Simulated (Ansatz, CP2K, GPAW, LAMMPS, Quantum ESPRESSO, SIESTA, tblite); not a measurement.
# What went wrong? CP2K on glassy 77SiO2-6B2O3-8CaO-8MgO (mol %) (142 atoms)

Program: CP2K 2026.2, a calculation on a cell of 37 Si, 6 B, 4 Ca, 4 Mg and 91 O, 12.7 Å³ an atom.

Input file input.inp:

```
&GLOBAL
  PROJECT cell
  RUN_TYPE ENERGY_FORCE
  PRINT_LEVEL LOW
&END GLOBAL
&FORCE_EVAL
  METHOD QS
  STRESS_TENSOR ANALYTICAL
  &DFT
    BASIS_SET_FILE_NAME BASIS_MOLOPT_UZH
    POTENTIAL_FILE_NAME POTENTIAL_UZH
    &MGRID
      CUTOFF 1200
      REL_CUTOFF 60
      NGRIDS 5
    &END MGRID
    &QS
      EPS_DEFAULT 1.0E-12
    &END QS
    &SCF
      SCF_GUESS ATOMIC
      EPS_SCF 1.0E-06
      MAX_SCF 80
      ADDED_MOS 17
      &DIAGONALIZATION
        ALGORITHM STANDARD
      &END DIAGONALIZATION
      &SMEAR ON
        METHOD FERMI_DIRAC
        ELECTRONIC_TEMPERATURE [K] 580
      &END SMEAR
      &MIXING
        METHOD DIRECT_P_MIXING
        ALPHA 1.0
      &END MIXING
      &PRINT
        &RESTART OFF
        &END RESTART
      &END PRINT
    &END SCF
    &XC
      &XC_FUNCTIONAL PBE
      &END XC_FUNCTIONAL
    &END XC
    &PRINT
      &MULLIKEN ON
      &END MULLIKEN
      &HIRSHFELD ON
        SHAPE_FUNCTION DENSITY
      &END HIRSHFELD
      &MO ON
        EIGENVALUES T
        OCCUPATION_NUMBERS T
        MO_INDEX_RANGE 385 408
        &EACH
          QS_SCF 0
        &END EACH
        ADD_LAST NUMERIC
      &END MO
    &END PRINT
  &END DFT
  &SUBSYS
    &CELL
      A 12.16067 0.00000 0.00000
      B 0.00000 12.16067 0.00000
      C 0.00000 0.00000 12.16067
    &END CELL
    &COORD
      SCALED
      Si 0.29333 0.51985 0.58858
      Si 0.74908 0.85171 0.94553
      Si 0.01626 0.26141 0.86366
      Si 0.94054 0.73350 0.80507
      Si 0.67731 0.40033 0.69999
      Si 0.58035 0.88697 0.41761
      Si 0.44433 0.86776 0.20202
      Si 0.67426 0.67683 0.51396
      Si 0.29758 0.18184 0.60026
      Si 0.74386 0.46890 0.91395
[... 128 atom lines left out ...]
      O 0.48115 0.92995 0.08911
      O 0.36553 0.94817 0.27303
      O 0.95156 0.15012 0.89818
      O 0.18198 0.83930 0.00820
    &END COORD
    &KIND Si
      BASIS_SET DZVP-MOLOPT-PBE-GTH-q4
      POTENTIAL GTH-PBE-q4
    &END KIND
    &KIND B
      BASIS_SET DZVP-MOLOPT-PBE-GTH-q3
      POTENTIAL GTH-PBE-q3
    &END KIND
    &KIND Ca
      BASIS_SET DZVP-MOLOPT-PBE-GTH-q10
      POTENTIAL GTH-PBE-q10
    &END KIND
    &KIND Mg
      BASIS_SET DZVP-MOLOPT-PBE-GTH-q10
      POTENTIAL GTH-PBE-q10
    &END KIND
    &KIND O
      BASIS_SET DZVP-MOLOPT-PBE-GTH-q6
      POTENTIAL GTH-PBE-q6
    &END KIND
  &END SUBSYS
  &PRINT
    &FORCES ON
    &END FORCES
    &STRESS_TENSOR ON
    &END STRESS_TENSOR
  &END PRINT
&END FORCE_EVAL
```

Started as:

```
> OMP_NUM_THREADS=2 cp2k.psmp -i input.inp > output.txt
```

Numbers of over 12 decimals in the logs are rounded to 6 here.

Output:

```text
CP2K| version string:                                       CP2K version 2026.2
 CP2K| Input file name                                                 input.inp
 GLOBAL| Basis set file name                                    BASIS_MOLOPT_UZH
 GLOBAL| Potential file name                                       POTENTIAL_UZH
 GLOBAL| Run type                                                   ENERGY_FORCE
 GLOBAL| Total number of message passing processes                             1
 GLOBAL| Number of threads for this process                                    2
 TOTAL NUMBERS AND MAXIMUM NUMBERS
  Total number of            - Atomic kinds:                                   5
                             - Atoms:                                        142
                             - Shell sets:                                   142
                             - Shells:                                       714
                             - Primitive Cartesian functions:                685
                             - Cartesian basis functions:                   1972
                             - Spherical basis functions:                   1834
  Maximum angular momentum of- Orbital basis functions:                        2
                             - Local part of the GTH pseudopotential:          2
                             - Non-local part of the GTH pseudopotential:      3
 SCF PARAMETERS         Density guess:                                    ATOMIC
                        max_scf:                                              80
                        eps_scf:                                        1.00E-06
                        added MOs                                        17    0
                        Mixing method:                           DIRECT_P_MIXING
                        Smear method:                                FERMI_DIRAC
                        Electronic temperature [K]:                        580.0
                        Electronic temperature [a.u.]:                  1.84E-03
                        Accuracy threshold:                             1.00E-10
 Extrapolation method: initial_guess
 Number of electrons:                                                        792
 Number of occupied orbitals:                                                396
 Number of molecular orbitals:                                               413
 Number of orbital functions:                                               1834
 Number of independent orbital functions:                                   1834
 SCF WAVEFUNCTION OPTIMIZATION
  Step     Update method      Time    Convergence         Total energy    Change
     1 P_Mix/Diag. 0.10E+01   20.4     1.22087318     -2033.0781811021 -2.03E+03
 *** the last MO => Add more MOs for proper smearing.                   ***
     2 P_Mix/Diag. 0.10E+01   26.7     2.24467928     -2019.0158719700  1.41E+01
     3 P_Mix/Diag. 0.10E+01   26.5    19.24369160     -1948.3464385721  7.07E+01
[...]
79 P_Mix/Diag. 0.10E+01   25.3   373.19248885      9674.7786866094 -1.05E+02
    80 P_Mix/Diag. 0.10E+01   25.6   373.19248885      9779.8420880513  1.05E+02
  Leaving inner SCF loop after reaching    80 steps.
  Electronic density on regular grids:       -792.0000000005       -0.0000000005
  Core density on regular grids:              791.9999999995       -0.0000000005
  Total charge density on r-space grids:       -0.0000000009
  Total charge density g-space grids:          -0.0000000009
  Overlap energy of the core charge distribution:               6.11778e-06
  Self energy of the core charge distribution:              -5091.457318
  Core Hamiltonian energy:                                   2185.324307
  Hartree energy:                                           13231.282171
  Exchange-correlation energy:                               -545.306665
  Electronic entropic energy:                                  -3.4322e-09
  Fermi energy:                                               -12.684673
  Total energy:                                              9779.842088
  Total energy (extrapolated to T->0):                       9779.842088
 *   ___                                                                       *
 *  /   \                                                                      *
 * [ABORT]                                                                     *
 *  \___/     SCF run NOT converged. To continue the calculation regardless,   *
 *    |             please set the keyword IGNORE_CONVERGENCE_FAILURE.         *
 *  O/|                                                                        *
 * /| |                                                                        *
```

Wall time 35 min (2 threads of Arm Neoverse V1, shared host); peak memory 6.2 GiB; 64 min of CPU time.

Banners, paths, timers and routine set-up lines are dropped from the logs unmarked, and long logs keep their key lines alone; longer cuts are marked.

Why should this run not be trusted?

Mixing far too strong: mixer DIRECT_P_MIXING and mixing weight 1.0.

The run ended unconverged.

[Also dropped from logs without a mark: logging warnings of Python, and SIESTA's first energy breakdown and zero terms.]

[Logs are printed without paths, hosts, clocks, repeated set-up lines and the standing remarks that a program may print on its own settings, such as how far it seeks lower states.]

[Hosts, paths, dates, database ids (printed as entryN), source tags and the programs' standing remarks are cut or masked in the printed files.]
